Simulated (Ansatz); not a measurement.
In doubt: masses and optical values from hybrid runs of this build are listed as unsure (in some of the runs), which bears on the screening that GW takes from such a start.

The crystal is CsPbBr3 (Pm-3m).

```
Cs Pb Br
1.0
     5.87000    0.00000    0.00000
     0.00000    5.87000    0.00000
     0.00000    0.00000    5.87000
Cs Pb Br
1 1 3
Direct
  0.00000 0.00000 0.00000
  0.50000 0.50000 0.50000
  0.00000 0.50000 0.50000
  0.50000 0.00000 0.50000
  0.50000 0.50000 0.00000
```

The cell and positions come from the Crystallography Open Database and are kept as given unless a step says otherwise. Spin-orbit coupling is left out unless a run names it.

Gaps computed with Ansatz 0.2.0 without a self-energy: HSE06 2.11 eV, r2SCAN 1.90 eV and PBE0 2.74 eV.

Q: Estimate the G0W0@HSE06 gap with 4×4×4 mesh, 1018 empty bands, screening to 170 eV, PAW set soft_1 files.

About 3.03 eV: on its mesh the run moves the gap from 2.11 eV by +0.91 eV. Among the scalar-relativistic levels given, PBE0 is nearest (−0.29 eV). Bands and cutoff are finite, so the gap is not at the basis limit. The miss can reach some tenths of an eV and take either sign; the mesh is an error of its own. Where an edge is built on 6p states of lead, bismuth or thallium, scalar-relativistic gaps usually stand too wide, by a few tenths to over one eV. This is the ideal cubic cell; many perovskites, halides above all, are cubic only on average, and local tilts or off-centring can widen the gap. The many-body steps are scalar-relativistic: spin-orbit coupling is not in them.

[Paths, hosts, dates, memory and timing lines, banners, echoed tables and standing remarks are left out of the program output.]

[Logs are printed without paths, hosts, clocks, repeated set-up lines and the standing remarks that a program may print on its own settings, such as how far it seeks lower states.]

[Runs of the session that timed out or met a known fault of the program may be left out.]

[Cells called generated may have been cut or substituted from an entry of the Crystallography Open Database or the Materials Project.]

[Hosts, paths, dates, database ids (printed as entryN), source tags and the programs' standing remarks are cut or masked in the printed files.]
